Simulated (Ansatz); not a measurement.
# Li on W(100): change of the work function, part 3 of 3

Aim: the work function of W(100) at several coverages of Li (hollow site), and the dipole that each adsorbate carries.

Ansatz 0.2.0; plane-wave DFT, PBE, Ansatz PAW.

So far, work function, upper face (eV): step 2 (the clean slab) 4.14; step 3 (21 atoms, coverage 0.25 ML, cell 2x2) 3.60.

### Step 4. Adsorbate added, k-mesh 12×12×1, coverage 1 ML

System of this step: LiW5 (Li/W(100)). The cell holds 6 atoms: 5 W and 1 Li. Its edges and angles: a = 3.160 Å, b = 3.160 Å, c = 26.216 Å, α = 90.0°, β = 90.0°, γ = 90.0°. Vacuum lies along c.

Another coverage, to see how the dipoles act on each other as their distance changes.

Contents of input.yaml:

```yaml
crystal:
  lattice:
    - [3.16, 0.0, 0.0]
    - [0.0, 3.16, 0.0]
    - [0.0, 0.0, 26.216469939]
  atoms:
    - { symbol: W, position: [0.0, 0.0, 0.3432956466] }
    - { symbol: W, position: [0.5, 0.5, 0.4035631045] }
    - { symbol: W, position: [0.0, 0.0, 0.4637988487] }
    - { symbol: W, position: [0.5, 0.5, 0.5265310689] }
    - { symbol: W, position: [0.0, 0.0, 0.5810929683] }
    - { symbol: Li, position: [0.5, 0.5, 0.6567043534] }
kpoints:
  mp_grid: { grid: [12, 12, 1] }
hamiltonian:
  xc: pbe
scf:
  occupations: { method: fermi_dirac, width: 0.1 }
  convergence: { dr2_threshold: 1.0e-08 }
efield:
  axis: 3
  dipole_correction: true
  ramp_position: 0.97
  ramp_width: 0.06
relax:
  f_tol: 0.02
  max_steps: 60
  constraints: [{ sites: [0, 1] }]
output:
  write_potential: true
  write_density: true
  volumetric_format: npy
```

The run is started by

```
$ ansatz run input.yaml --threads 4 --pin off --max-ram 6144MiB --backend cpu --events-out ev --progress --plain --runs-dir out
```

Numbers of over 12 decimals in the logs are rounded to 6 here.

Output:

```text
[...]
Crystal: 6 atoms, lattice volume = 261.787 Å³
Basis set: ecut = 420 eV, 5191 PW (Γ), exchange–correlation on 48×48×360 points (8 copies of the dense FFT grid, shifted against one another)
Bands: 44, of which v1, the nominal top of the filled ones, is band 37 counted from 1 (36 counted from 0)
Symmetry: 8 space group operations
[...]
k-points: 28 of 144
[...]
SCF iter   1: F=—  HF=-52124.589628 eV  |F-HF|=—  |Δ(HF+E_count)|=         —  Δρ=5.67e-3  dr2=4.00e-1  ethr=1.77e-3  p=0.096 e·Å  D=6.61e-2 V/Å  ΔV_dip=-1.73 eV  dr2_dipole=8.20e-3  V_vac-E_F(+/−)=2.63/4.36 eV  ⟨swp⟩=9.7  Hψ=6096  notcnv=0
[...]
SCF iter  10: F=-52124.560945 eV  HF=-52124.560945 eV  |F-HF|=9.75e-10  |Δ(HF+E_count)|=   3.12e-8  Δρ=7.76e-7  dr2=5.61e-9  ethr=1.37e-11  p=0.071 e·Å  D=4.93e-2 V/Å  ΔV_dip=-1.29 eV  dr2_dipole=9.32e-10  V_vac-E_F(+/−)=2.95/4.24 eV  ⟨swp⟩=8.9  Hψ=9371  notcnv=0
SCF 1 converged in 10 iterations: F = -52124.560945 eV  dr2 = 5.61e-9
[...]
relax step   1: F+E_penalty+E_count = -52124.56094536 eV  Δ(F+E_penalty+E_count) = +0.000e0 eV  max|allowed force component| = 8.461e-1 eV/Å  Δτ_max = 0.0000 Å  (10 SCF iters, accepted)
[...]
SCF iter   1: F=—  HF=-52124.663195 eV  |F-HF|=—  |Δ(HF+E_count)|=         —  Δρ=8.76e-3  dr2=3.76e0  ethr=3.10e-3  p=0.071 e·Å  D=4.93e-2 V/Å  ΔV_dip=-1.29 eV  dr2_dipole=1.58e0  V_vac-E_F(+/−)=3.06/4.36 eV  ⟨swp⟩=5.4  Hψ=3203  notcnv=0
[...]
SCF iter  10: F=-52124.559998 eV  HF=-52124.559998 eV  |F-HF|=4.82e-9  |Δ(HF+E_count)|=   6.07e-8  Δρ=1.08e-6  dr2=6.45e-9  ethr=1.37e-11  p=0.051 e·Å  D=3.55e-2 V/Å  ΔV_dip=-0.93 eV  dr2_dipole=2.33e-11  V_vac-E_F(+/−)=3.28/4.21 eV  ⟨swp⟩=11.2  Hψ=9216  notcnv=0
SCF 2 converged in 10 iterations: F = -52124.559998 eV  dr2 = 6.45e-9
relax step   2: F+E_penalty+E_count = -52124.55999764 eV  Δ(F+E_penalty+E_count) = +9.477e-4 eV  max|allowed force component| = 1.045e0 eV/Å  Δτ_max = 0.1924 Å  (10 SCF iters, rejected (line search))
[...]
SCF iter  10: F=-52124.606060 eV  HF=-52124.606060 eV  |F-HF|=8.16e-9  |Δ(HF+E_count)|=   2.32e-8  Δρ=7.32e-7  dr2=2.03e-9  ethr=1.37e-11  p=0.064 e·Å  D=4.43e-2 V/Å  ΔV_dip=-1.16 eV  dr2_dipole=1.36e-10  V_vac-E_F(+/−)=3.07/4.23 eV  ⟨swp⟩=10.9  Hψ=8974  notcnv=0
SCF 3 converged in 10 iterations: F = -52124.606060 eV  dr2 = 2.03e-9
relax step   3: F+E_penalty+E_count = -52124.60606042 eV  Δ(F+E_penalty+E_count) = -4.512e-2 eV  max|allowed force component| = 1.018e-1 eV/Å  Δτ_max = 0.0951 Å  (10 SCF iters, accepted)
[...]
relax step   4: F+E_penalty+E_count = -52124.60829892 eV  Δ(F+E_penalty+E_count) = -2.238e-3 eV  max|allowed force component| = 3.205e-2 eV/Å  Δτ_max = 0.0506 Å  (8 SCF iters, accepted)
SCF iter   1: F=—  HF=-52124.608273 eV  |F-HF|=—  |Δ(HF+E_count)|=         —  Δρ=1.71e-4  dr2=2.05e-4  ethr=1.78e-5  p=0.061 e·Å  D=4.22e-2 V/Å  ΔV_dip=-1.11 eV  dr2_dipole=2.48e-6  V_vac-E_F(+/−)=3.12/4.23 eV  ⟨swp⟩=1.8  Hψ=1764  notcnv=0
[...]
SCF iter   6: F=-52124.608345 eV  HF=-52124.608345 eV  |F-HF|=7.09e-9  |Δ(HF+E_count)|=   2.61e-8  Δρ=9.40e-7  dr2=5.35e-9  ethr=1.37e-11  p=0.061 e·Å  D=4.23e-2 V/Å  ΔV_dip=-1.11 eV  dr2_dipole=2.73e-11  V_vac-E_F(+/−)=3.12/4.23 eV  ⟨swp⟩=11.1  Hψ=9173  notcnv=0
SCF 5 converged in 6 iterations: F = -52124.608345 eV  dr2 = 5.35e-9
relax step   5: F+E_penalty+E_count = -52124.60834500 eV  Δ(F+E_penalty+E_count) = -4.608e-5 eV  max|allowed force component| = 8.551e-3 eV/Å  Δτ_max = 0.0037 Å  (6 SCF iters, accepted)
[...]
SCF converged after 6 iterations
Free energy (F): -52124.608345 eV
[...]
Internal energy: -52124.422458 eV  (E = F + TS)
E sigma→0 (E₀):  -52124.515401 eV
Entropy (-TS):   -0.185887 eV (-30.981 meV/atom)
Fermi energy:    4.612858 eV
Dipole field:    D = 0.042337 V/Å  (p = 0.061249 e·Å, saw-weighted, corrected)
Work function:   Φ+ = 3.1179 eV   Φ− = 4.2278 eV
[...]
--- Forces (eV/Å), atoms counted from 1 ---
  atom   1  W      0.00000000     0.00000000     1.26856656
  atom   2  W     -0.00000000     0.00000000    -1.26106891
  atom   3  W      0.00000000    -0.00000000     0.00481294
  atom   4  W     -0.00000000    -0.00000000    -0.00380182
  atom   5  W     -0.00000000     0.00000000    -0.00855125
  atom   6  Li     0.00000000    -0.00000000     0.00006771
  max |Σ_I F_I| component: 2.52e-5 eV/Å
--- Band table (eV; the first three rows and the last of 28) ---
  k-point 0: bands = [... 33 lower, 4.0085, 4.0085, 4.3175, 4.5150, 4.7975, 4.7975, 4.9092, 6.1556, ... 3 higher]
  k-point 1: bands = [... 33 lower, 4.0281, 4.2192, 4.2808, 4.3826, 4.5851, 5.1746, 5.4296, 5.7671, ... 3 higher]
  k-point 2: bands = [... 33 lower, 3.8525, 4.0417, 4.1338, 4.4589, 4.8784, 5.5241, 5.5994, 5.7358, ... 3 higher]
  k-point 27: bands = [... 33 lower, 3.6488, 5.6672, 5.6672, 6.3885, 6.5664, 6.8083, 6.8083, 7.3413, ... 3 higher]
--- Relaxed structure (5 steps of the walk, 4 accepted, 0 SCFs on fresh bases) ---
  F+E_penalty+E_count = -52124.60834500 eV   max|allowed force component| = 8.551e-3 eV/Å
  atoms:
    - { symbol: W, position: [0.0, 0.0, 0.3432956466] }
    - { symbol: W, position: [0.500000, 0.500000, 0.4035631045] }
    - { symbol: W, position: [8.901783861784089e-19, 0, 0.464351] }
    - { symbol: W, position: [0.500000, 0.500000, 0.526028] }
    - { symbol: W, position: [2.8177938569255433e-18, 0, 0.582841] }
    - { symbol: Li, position: [0.500000, 0.500000, 0.651290] }
```

It took 20 s on 4 threads of AMD EPYC 9R14 (Zen 4), shared host; peak memory 0.74 GiB; 75 s of CPU time.

Step by step:

| step | energy less that of the first step (eV) | largest force component (eV/Å) |
| --- | --- | --- |
| 1 | 0.0000 | 0.8461 |
| 2 | 0.0009 | 1.0449 |
| 3 | -0.0451 | 0.1018 |
| 4 | -0.0474 | 0.0320 |
| 5 | -0.0474 | 0.0086 |

Relaxation step 2 was tried and not accepted.

The run keeps the 8 symmetry operations that it works with, so distortions that break them were not tested.

The atoms that moved most (Å):

| atom | dx | dy | dz | length |
| --- | --- | --- | --- | --- |
| Li6 | 0.000 | 0.000 | -0.142 | 0.142 |
| W5 | 0.000 | 0.000 | 0.046 | 0.046 |
| W3 | 0.000 | 0.000 | 0.014 | 0.014 |
| W4 | 0.000 | 0.000 | -0.013 | 0.013 |

Final coordinates:

```xyz
6
Lattice="3.1600 0.0000 0.0000 0.0000 3.1600 0.0000 0.0000 0.0000 26.2165" Properties=species:S:1:pos:R:3
W     0.0000    0.0000    9.0000
W     1.5800    1.5800   10.5800
W     0.0000    0.0000   12.1736
W     1.5800    1.5800   13.7906
W     0.0000    0.0000   15.2800
Li    1.5800    1.5800   17.0745
```

Numbers from this step:

* energy at zero smearing: -52124.5154 eV
* work function, upper face: 3.118 eV
* work function, lower face: 4.228 eV
* dipole along the normal: 0.06125 e·Å
* step between the vacuum levels: -1.110 eV

Running mean over 1.58 Å of the planar mean; the ramp of the sawtooth is left out. Table of electron's electrostatic potential energy less the Fermi level by z:

z (Å), electron's electrostatic potential energy less the Fermi level (eV) and a bar from the least value:
```
        4        4.2 ##############################
        5        4.2 ##############################
        6        4.1 ##############################
        7        3.4 #############################
        8       -2.6 ##################
        9      -11.3 ###
       10      -12.3 #
       11      -12.5 #
       12      -12.5 #
       13      -12.2 #
       14      -12.9 
       15      -12.5 #
       16       -6.5 ###########
       17       -1.3 ####################
       18        1.1 #########################
       19        2.8 ############################
       20        3.1 ############################
       21        3.1 ############################
       22        3.1 ############################
       23        3.1 ############################
```

The relaxation took 5 steps and lowered the energy by 0.047 eV; the largest force on the free atoms ends at 0.0086 eV/Å.

The covered face has 3.12 eV, -1.02 eV against the clean one; the bare back face has moved by -0.02 eV, a measure of how thin the slab is.

### Step 5. Work function against coverage

This step: plane-wave DFT, PBE, Ansatz PAW; work function against coverage (Ansatz 0.2.0).

The runs are now put side by side.

Numbers from this step:

| Item | Value |
| --- | --- |
| work function of the clean face | 4.140 eV |
| largest change of the work function | -1.022 eV |

The work function of the covered face by coverage:

| coverage (adsorbates/nm²) | work function of the covered face (eV) |
| --- | --- |
| 0.00 | 4.14 |
| 2.50 | 3.60 |
| 10.01 | 3.12 |

The dipole per adsorbate comes from the change of the cell's dipole. Coverage, by row:

| coverage (1/nm²) | coverage (ML) | work function (eV) | change (eV) | dipole per adsorbate, positive end outwards (debye) | mean height of the added atoms over the highest substrate atom (Å) |
| --- | --- | --- | --- | --- | --- |
| 2.504 | 0.25 | 3.603 | -0.5369 | 0.551 | 1.683 |
| 10.01 | 1 | 3.118 | -1.022 | 0.265 | 1.794 |

### Step 6. What came out

| Item | Value |
| --- | --- |
| work function of the clean face | 4.14 eV |
| work function at 0.25 ML | 3.60 eV |
| work function at 1 ML | 3.12 eV |
| dipole per adsorbate at 0.25 ML, positive end outwards | 0.55 D |

**Reading.** Li lowers the work function of W(100) at the lowest coverage, by 0.54 eV: the adsorbate layer has its positive end outwards. The slab has 5 layers, at the tabulated experimental lattice constant, one starting site was run, and quantum-size effects of a slab this thin can reach one or two tenths of an eV.

[Logs are printed without paths, hosts, clocks, repeated set-up lines and the standing remarks that a program may print on its own settings, such as how far it seeks lower states.]

[Hosts, paths, dates, database ids (printed as entryN), source tags and the programs' standing remarks are cut or masked in the printed files.]

[Maps of the electrostatic potential energy from Ansatz leave out the sawtooth potential of an applied field or a dipole correction, so their vacuum need not be flat; planar profiles and work functions include it.]
